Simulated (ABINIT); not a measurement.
# How the form of the self-energy moves the gap of MgH2 (P4_2/mnm)

Wanted: the gap of MgH2 (P4_2/mnm) under several approximations, with cost.

Method: PBE and many-body steps on it, plane waves, in ABINIT 10.8.3.

**The experiments to reproduce.**

- Gap 5.6 ± 0.1 eV: optical band gap from transmission onset (total and diffuse); optical transmission and ellipsometry; 300 K; film (polycrystalline Pd-capped film on quartz, hydrogenated at 100 bar and 100 C, measured in 1 bar H2) (“Optical properties of MgH2 measured in situ in a novel gas cell for ellipsometry/spectrophotometry”, 2003, arxiv:cond-mat/0305418).

This is a report of a sequence of runs, with most program output left out.

### 1. Set-up

It takes space group P4_2/mnm (No. 136, tetragonal). Conventional cell: a = 4.517 Å, b = 4.517 Å, c = 3.020 Å, α = 90.00°, β = 90.00°, γ = 90.00°. Nearest to Mg lie 6 H at 1.95 Å. Nearest to H lie 3 Mg at 1.95 Å. Farther neighbours are not listed.

The cell and positions come from the Crystallography Open Database and are kept as given unless a step says otherwise.

### 2. Empty states on the mesh, 4×4×4 mesh, 151 bands

This step: ABINIT 10.8.3; DFT, PBE, plane waves, norm-conserving pseudopotentials.

The sums over transitions need many empty states on a uniform mesh; this step solves for them.

Input file run.abi:

```
acell 3*1.0 Angstrom
rprim 
  4.516800000000 0.000000000000 0.000000000000
  0.000000000000 4.516800000000 0.000000000000
  0.000000000000 0.000000000000 3.020500000000
ntypat 2
znucl 12 1
natom 6
typat 1 1 2 2 2 2
xred 
  0.000000000000 0.000000000000 0.000000000000
  0.500000000000 0.500000000000 0.500000000000
  0.306000000000 0.306000000000 0.000000000000
  0.194000000000 0.806000000000 0.500000000000
  0.694000000000 0.694000000000 0.000000000000
  0.806000000000 0.194000000000 0.500000000000
pp_dirpath "pseudos"
pseudos "Mg.upf, H.upf"
ecut 38
ngkpt 4 4 4
nshiftk 1
shiftk 0 0 0
kptopt 1
chksymbreak 0
irdden 1
istwfk *1
nband 151
prtvol 0
optdriver 6
gwr_task "HDIAGO"
paral_kgb 0
occopt 1
indata_prefix "in"
outdata_prefix "out"
tmpdata_prefix "tmp"
```

On the command line:

```
> OMP_NUM_THREADS=1 mpirun -n 8 abinit run.abi > log
```

Run time: 2.7 min. Hardware: 8 MPI ranks of Arm Neoverse V2, shared host; peak memory 9.7 GiB.

This step gave:

| Quantity | Value |
| --- | --- |
| gap | 3.895 eV |
| k of the valence top | 0.25, 0, 0 |
| k of the conduction bottom | 0.5, 0.5, 0.5 |
| least direct gap | 4.666 eV |
| k points computed | 18 |
| lowest point of the top converged band, above the valence top | 87.9258 eV |

On this mesh the gap is 3.895 eV.

The density comes from a self-consistent run that is not shown.

### 3. Screening, 4×4×4 mesh, 143 bands, screening to 152.4 eV

The RPA dielectric matrix is built and inverted for each q.

This step: RPA screening on PBE, plane waves, norm-conserving pseudopotentials.

Edit run.abi of step 2 so:

```diff
@@ -24,10 +24,11 @@
 chksymbreak 0
-irdden 1
 istwfk *1
-nband 151
-prtvol 0
-optdriver 6
-gwr_task "HDIAGO"
-paral_kgb 0
 occopt 1
+irdwfk 1
+optdriver 3
+nband 143
+ecuteps 5.6
+inclvkb 2
+awtr 1
+symchi 1
 indata_prefix "in"
```

Elapsed: 69 s, on 8 MPI ranks; peak memory 2.9 GiB.

This step gave:

- ε∞ with local fields, on this mesh, along the program's q direction: 3.660
- the same without local fields: 4.059
- plasma frequency: 23.17 eV
- plane waves in the screening matrix: 267

Local fields lower ε∞ by 10 %. On a Γ-centred mesh this coarse the value itself is usually too large, while a short band sum pulls it down.

### 4. G0W0, Godby-Needs plasmon pole

The self-energy is evaluated for the states that the input lists, and the levels follow from it, in one-shot runs by the linearised quasiparticle equation.

This step: G0W0 on PBE, plane waves, norm-conserving pseudopotentials.

Edit run.abi of step 3 so:

```diff
@@ -27,8 +27,21 @@
 irdwfk 1
-optdriver 3
+optdriver 4
 nband 143
+gwcalctyp 0
+ecutsigx 38
+symsigma 1
+nkptgw 4
+kptgw 
+  0.2500000000 0.0000000000 0.0000000000
+  0.5000000000 0.5000000000 0.5000000000
+  0.2500000000 0.2500000000 0.5000000000
+  0.0000000000 0.0000000000 0.0000000000
+bdgw 
+  11 14
+  11 14
+  11 14
+  10 14
 ecuteps 5.6
-inclvkb 2
-awtr 1
-symchi 1
+irdscr 1
+ppmodel 1
 indata_prefix "in"
```

Elapsed: 25 s, on 8 MPI ranks; peak memory 2.7 GiB.

Numbers from this step:

| Property | Result |
| --- | --- |
| G0W0 gap on the mesh | 5.914 eV |
| starting gap on the mesh | 3.895 eV |
| k of the valence top | 0.25, 0, 0 |
| k of the conduction bottom | 0.5, 0.5, 0.5 |
| Z at the valence top | 0.781 |
| Z at the conduction bottom | 0.821 |
| least direct G0W0 gap on the computed points | 6.731 eV |

The gap on the mesh goes from 3.90 eV to 5.91 eV, a correction of +2.02 eV.

### 5. G0W0, Hybertsen-Louie plasmon pole

Edit run.abi of step 4 so:

```diff
@@ -45,3 +45,3 @@
 irdscr 1
-ppmodel 1
+ppmodel 2
 indata_prefix "in"
```

Run time: 25 s. Hardware: 8 MPI ranks; peak memory 2.6 GiB.

Numbers from this step:

| Quantity | Value |
| --- | --- |
| G0W0 gap on the mesh | 6.068 eV |
| starting gap on the mesh | 3.895 eV |
| k of the valence top | 0.25, 0, 0 |
| k of the conduction bottom | 0.5, 0.5, 0.5 |
| Z at the valence top | 0.855 |
| Z at the conduction bottom | 0.877 |
| least direct G0W0 gap on the computed points | 6.878 eV |

Against G0W0 in ABINIT (4×4×4 mesh, 143 bands, screening to 152.4 eV, Godby-Needs plasmon pole), the gap moves by +0.154 eV.

### 6. G0W0, von der Linden-Horsch plasmon pole

Edit run.abi of step 5 so:

```diff
@@ -45,3 +45,3 @@
 irdscr 1
-ppmodel 2
+ppmodel 3
 indata_prefix "in"
```

Run time: 11 s. Hardware: 8 MPI ranks; peak memory 2.4 GiB; 86 s of CPU time.

Numbers from this step:

```yaml
g0w0_gap_on_the_mesh: 6.055 eV
starting_gap_on_the_mesh: 3.895 eV
k_of_the_valence_top: 0.25, 0, 0
k_of_the_conduction_bottom: 0.5, 0.5, 0.5
least_direct_g0w0_gap_on_the_computed_points: 6.883 eV
```

Against G0W0 in ABINIT (4×4×4 mesh, 143 bands, screening to 152.4 eV, Godby-Needs plasmon pole), the gap moves by +0.141 eV.

### 7. G0W0, Engel-Farid plasmon pole

Edit run.abi of step 6 so:

```diff
@@ -45,3 +45,3 @@
 irdscr 1
-ppmodel 3
+ppmodel 4
 indata_prefix "in"
```

It took 11 s on 8 MPI ranks; peak memory 2.4 GiB.

This step gave:

- G0W0 gap on the mesh: 5.938 eV
- starting gap on the mesh: 3.895 eV
- k of the valence top: 0.25, 0, 0
- k of the conduction bottom: 0.5, 0.5, 0.5
- least direct G0W0 gap on the computed points: 6.762 eV

Against G0W0 in ABINIT (4×4×4 mesh, 143 bands, screening to 152.4 eV, Godby-Needs plasmon pole), the gap moves by +0.024 eV.

### 8. One-shot SEX

This step: one-shot SEX on PBE, plane waves, norm-conserving pseudopotentials.

Edit run.abi of step 7 so:

```diff
@@ -29,3 +29,3 @@
 nband 143
-gwcalctyp 0
+gwcalctyp 6
 ecutsigx 38
@@ -45,3 +45,2 @@
 irdscr 1
-ppmodel 4
 indata_prefix "in"
```

Run time: 2.8 s. Hardware: 8 MPI ranks; peak memory 0.23 GiB.

Numbers from this step:

| Property | Result |
| --- | --- |
| quasiparticle gap on the mesh | 5.077 eV |
| starting gap on the mesh | 3.895 eV |
| k of the valence top | 0.25, 0, 0 |
| k of the conduction bottom | 0, 0, 0 |
| least direct quasiparticle gap on the computed points | 5.562 eV |

Against G0W0 in ABINIT (4×4×4 mesh, 143 bands, screening to 152.4 eV, Godby-Needs plasmon pole), the gap moves by −0.837 eV.

### 9. One-shot COHSEX

This step: one-shot COHSEX on PBE, plane waves, norm-conserving pseudopotentials.

Edit run.abi of step 8 so:

```diff
@@ -29,3 +29,3 @@
 nband 143
-gwcalctyp 6
+gwcalctyp 7
 ecutsigx 38
```

It took 2.9 s on 8 MPI ranks; peak memory 0.23 GiB; 22 s of CPU time.

This step gave:

| Property | Result |
| --- | --- |
| quasiparticle gap on the mesh | 7.028 eV |
| starting gap on the mesh | 3.895 eV |
| k of the valence top | 0.25, 0, 0 |
| k of the conduction bottom | 0.5, 0.5, 0.5 |
| least direct quasiparticle gap on the computed points | 7.846 eV |

Against G0W0 in ABINIT (4×4×4 mesh, 143 bands, screening to 152.4 eV, Godby-Needs plasmon pole), the gap moves by +1.114 eV.

### 10. One-shot Hartree-Fock

This step: one-shot Hartree-Fock on PBE, plane waves, norm-conserving pseudopotentials.

Edit run.abi of step 9 so:

```diff
@@ -28,4 +28,4 @@
 optdriver 4
-nband 143
-gwcalctyp 7
+nband 16
+gwcalctyp 5
 ecutsigx 38
@@ -43,4 +43,4 @@
   10 14
-ecuteps 5.6
-irdscr 1
+ixc_sigma 40
+fftgw 31
 indata_prefix "in"
```

The job ended after 2.3 s (8 MPI ranks; peak memory 0.17 GiB).

This step gave:

```yaml
quasiparticle_gap_on_the_mesh: 11.58 eV
starting_gap_on_the_mesh: 3.895 eV
k_of_the_valence_top: 0.25, 0, 0
k_of_the_conduction_bottom: 0.5, 0.5, 0.5
least_direct_quasiparticle_gap_on_the_computed_points: 12.40 eV
```

Against G0W0 in ABINIT (4×4×4 mesh, 143 bands, screening to 152.4 eV, Godby-Needs plasmon pole), the gap moves by +5.669 eV.

### 11. Screening, 4×4×4 mesh, 143 bands, screening to 152.4 eV

This step: RPA screening on PBE, plane waves, norm-conserving pseudopotentials.

Edit run.abi of step 10 so:

```diff
@@ -27,20 +27,14 @@
 irdwfk 1
-optdriver 4
-nband 16
-gwcalctyp 5
-ecutsigx 38
-symsigma 1
-nkptgw 4
-kptgw 
-  0.2500000000 0.0000000000 0.0000000000
-  0.5000000000 0.5000000000 0.5000000000
-  0.2500000000 0.2500000000 0.5000000000
-  0.0000000000 0.0000000000 0.0000000000
-bdgw 
-  11 14
-  11 14
-  11 14
-  10 14
-ixc_sigma 40
-fftgw 31
+optdriver 3
+nband 143
+ecuteps 5.6
+inclvkb 2
+awtr 1
+symchi 1
+gwcalctyp 2
+nfreqre 16
+freqremax 40 eV
+nfreqim 8
+spmeth 1
+nomegasf 120
 indata_prefix "in"
```

The job ended after 1.8 min (8 MPI ranks; peak memory 3.7 GiB; 15 min of CPU time).

Numbers from this step:

* ε∞ with local fields, on this mesh, along the program's q direction: 3.700
* the same without local fields: 4.107
* plasma frequency: 23.17 eV
* plane waves in the screening matrix: 267

### 12. G0W0, contour deformation

This step: G0W0 on PBE, plane waves, norm-conserving pseudopotentials.

Edit run.abi of step 11 so:

```diff
@@ -27,14 +27,21 @@
 irdwfk 1
-optdriver 3
+optdriver 4
 nband 143
+gwcalctyp 2
+ecutsigx 38
+symsigma 1
+nkptgw 4
+kptgw 
+  0.2500000000 0.0000000000 0.0000000000
+  0.5000000000 0.5000000000 0.5000000000
+  0.2500000000 0.2500000000 0.5000000000
+  0.0000000000 0.0000000000 0.0000000000
+bdgw 
+  11 14
+  11 14
+  11 14
+  10 14
 ecuteps 5.6
-inclvkb 2
-awtr 1
-symchi 1
-gwcalctyp 2
-nfreqre 16
-freqremax 40 eV
-nfreqim 8
-spmeth 1
-nomegasf 120
+irdscr 1
+gwmem 01
 indata_prefix "in"
```

It took 22 s on 8 MPI ranks; peak memory 2.3 GiB; 2.9 min of CPU time.

Numbers from this step:

| Quantity | Value |
| --- | --- |
| G0W0 gap on the mesh | 5.875 eV |
| starting gap on the mesh | 3.895 eV |
| k of the valence top | 0.25, 0, 0 |
| k of the conduction bottom | 0.5, 0.5, 0.5 |
| least direct G0W0 gap on the computed points | 6.681 eV |

Against G0W0 in ABINIT (4×4×4 mesh, 143 bands, screening to 152.4 eV, Godby-Needs plasmon pole), the gap moves by −0.039 eV.

### 13. Screening, 4×4×4 mesh, 143 bands, screening to 152.4 eV

This step: RPA screening on PBE, plane waves, norm-conserving pseudopotentials.

Edit run.abi of step 12 so:

```diff
@@ -27,21 +27,11 @@
 irdwfk 1
-optdriver 4
+optdriver 3
 nband 143
-gwcalctyp 2
-ecutsigx 38
-symsigma 1
-nkptgw 4
-kptgw 
-  0.2500000000 0.0000000000 0.0000000000
-  0.5000000000 0.5000000000 0.5000000000
-  0.2500000000 0.2500000000 0.5000000000
-  0.0000000000 0.0000000000 0.0000000000
-bdgw 
-  11 14
-  11 14
-  11 14
-  10 14
 ecuteps 5.6
-irdscr 1
-gwmem 01
+inclvkb 2
+awtr 1
+symchi 1
+gwcalctyp 1
+nfreqre 0
+nfreqim 16
 indata_prefix "in"
```

Run time: 3.8 min. Hardware: 8 MPI ranks; peak memory 3 GiB; 30 min of CPU time.

This step gave:

| Property | Result |
| --- | --- |
| ε∞ with local fields, on this mesh, along the program's q direction | 3.660 |
| the same without local fields | 4.059 |
| plasma frequency | 23.17 eV |
| plane waves in the screening matrix | 267 |

### 14. G0W0, analytic continuation

This step: G0W0 on PBE, plane waves, norm-conserving pseudopotentials.

Edit run.abi of step 13 so:

```diff
@@ -27,11 +27,22 @@
 irdwfk 1
-optdriver 3
+optdriver 4
 nband 143
+gwcalctyp 1
+ecutsigx 38
+symsigma 1
+nkptgw 4
+kptgw 
+  0.2500000000 0.0000000000 0.0000000000
+  0.5000000000 0.5000000000 0.5000000000
+  0.2500000000 0.2500000000 0.5000000000
+  0.0000000000 0.0000000000 0.0000000000
+bdgw 
+  11 14
+  11 14
+  11 14
+  10 14
 ecuteps 5.6
-inclvkb 2
-awtr 1
-symchi 1
-gwcalctyp 1
-nfreqre 0
-nfreqim 16
+irdscr 1
+nomegasi 12
+omegasimax 25 eV
 indata_prefix "in"
```

It took 22 s on 8 MPI ranks; peak memory 2.9 GiB; 2.9 min of CPU time.

This step gave:

- G0W0 gap on the mesh: 5.888 eV
- starting gap on the mesh: 3.895 eV
- k of the valence top: 0.25, 0, 0
- k of the conduction bottom: 0.5, 0.5, 0.5
- least direct G0W0 gap on the computed points: 6.684 eV

Against G0W0 in ABINIT (4×4×4 mesh, 143 bands, screening to 152.4 eV, Godby-Needs plasmon pole), the gap moves by −0.026 eV.

### 15. The runs together

Times are wall times on 8 MPI ranks of Arm Neoverse V2, shared host, good to a factor of about two. A run's time includes the screening step that it read.

```
                                     run   mesh  bands  screening cutoff (eV)  DFT gap (eV)  gap on the mesh (eV)  direct (eV)  ε∞ used     time
          G0W0, Godby-Needs plasmon pole  4×4×4    143                  152.4         3.895                 5.914        6.731     3.66     94 s
      G0W0, Hybertsen-Louie plasmon pole  4×4×4    143                  152.4         3.895                 6.068        6.878     3.66     94 s
G0W0, von der Linden-Horsch plasmon pole  4×4×4    143                  152.4         3.895                 6.055        6.883     3.66     80 s
          G0W0, Engel-Farid plasmon pole  4×4×4    143                  152.4         3.895                 5.938        6.762     3.66     80 s
                            one-shot SEX  4×4×4    143                  152.4         3.895                 5.077        5.562     3.66     72 s
                         one-shot COHSEX  4×4×4    143                  152.4         3.895                 7.028        7.846     3.66     72 s
                   one-shot Hartree-Fock  4×4×4      -                      -         3.895                11.583       12.398        -    2.3 s
               G0W0, contour deformation  4×4×4    143                  152.4         3.895                 5.875        6.681     3.70  2.2 min
             G0W0, analytic continuation  4×4×4    143                  152.4         3.895                 5.888        6.684     3.66  4.1 min
```

### 16. What came out

| Item | Value |
| --- | --- |
| G0W0, Godby-Needs plasmon pole | 5.914 eV |
| G0W0, Hybertsen-Louie plasmon pole | 6.068 eV |
| G0W0, von der Linden-Horsch plasmon pole | 6.055 eV |
| G0W0, Engel-Farid plasmon pole | 5.938 eV |
| one-shot SEX | 5.077 eV |
| one-shot COHSEX | 7.028 eV |
| one-shot Hartree-Fock | 11.583 eV |
| G0W0, contour deformation | 5.875 eV |
| G0W0, analytic continuation | 5.888 eV |
| known limits | not at the basis limit; coarse k mesh |

In words: G0W0, Hybertsen-Louie plasmon pole: +0.154 eV against G0W0, Godby-Needs plasmon pole. G0W0, von der Linden-Horsch plasmon pole: +0.141 eV against G0W0, Godby-Needs plasmon pole. G0W0, Engel-Farid plasmon pole: +0.024 eV against G0W0, Godby-Needs plasmon pole. One-shot SEX: −0.837 eV against G0W0, Godby-Needs plasmon pole. One-shot COHSEX: +1.114 eV against G0W0, Godby-Needs plasmon pole. One-shot Hartree-Fock: +5.669 eV against G0W0, Godby-Needs plasmon pole. G0W0, contour deformation: −0.039 eV against G0W0, Godby-Needs plasmon pole. G0W0, analytic continuation: −0.026 eV against G0W0, Godby-Needs plasmon pole. Bare exchange alone opens the gap to 11.58 eV; against G0W0, correlation takes back 5.67 eV. Static COHSEX lies above G0W0: it lacks the factor Z and overstates the Coulomb hole of the filled states. Against experiment, by G0W0, Godby-Needs plasmon pole: the gap of 5.91 eV lies +0.31 eV from the measured 5.6 ± 0.1 eV (optical, 300 K, 2003). An exciton line or allowed optical edge lies below the quasiparticle gap by the binding energy; a forbidden edge can push the onset above it. These are gaps on the mesh, at modest bands and cutoff. The calculation has static nuclei and no excitons; a measured gap holds zero-point and thermal motion, which mostly lowers it. Bands and cutoff are finite, so the gap is not at the basis limit. The miss can reach some tenths of an eV and take either sign; the mesh is an error of its own. The 4×4×4 mesh is coarse for this cell, which bears on the long-range parts of exchange and screening.

[Paths, hosts, dates, memory and timing lines, banners, echoed tables and standing remarks are left out of the program output.]

[Logs are printed without paths, hosts, clocks, repeated set-up lines and the standing remarks that a program may print on its own settings, such as how far it seeks lower states.]

[Runs of the session that timed out or met a known fault of the program may be left out.]

[Hosts, paths, dates, database ids (printed as entryN), source tags and the programs' standing remarks are cut or masked in the printed files.]

[G0W0 gaps are taken among the corrected bands and points alone; a level outside them can change the order at an edge.]

[Where Ansatz stands beside ABINIT at settings called matched, ABINIT's density can come from a denser mesh and the files from another edition; pairs whose starting gaps differed by over 0.03 eV were left out, so agreement reads better than it is.]
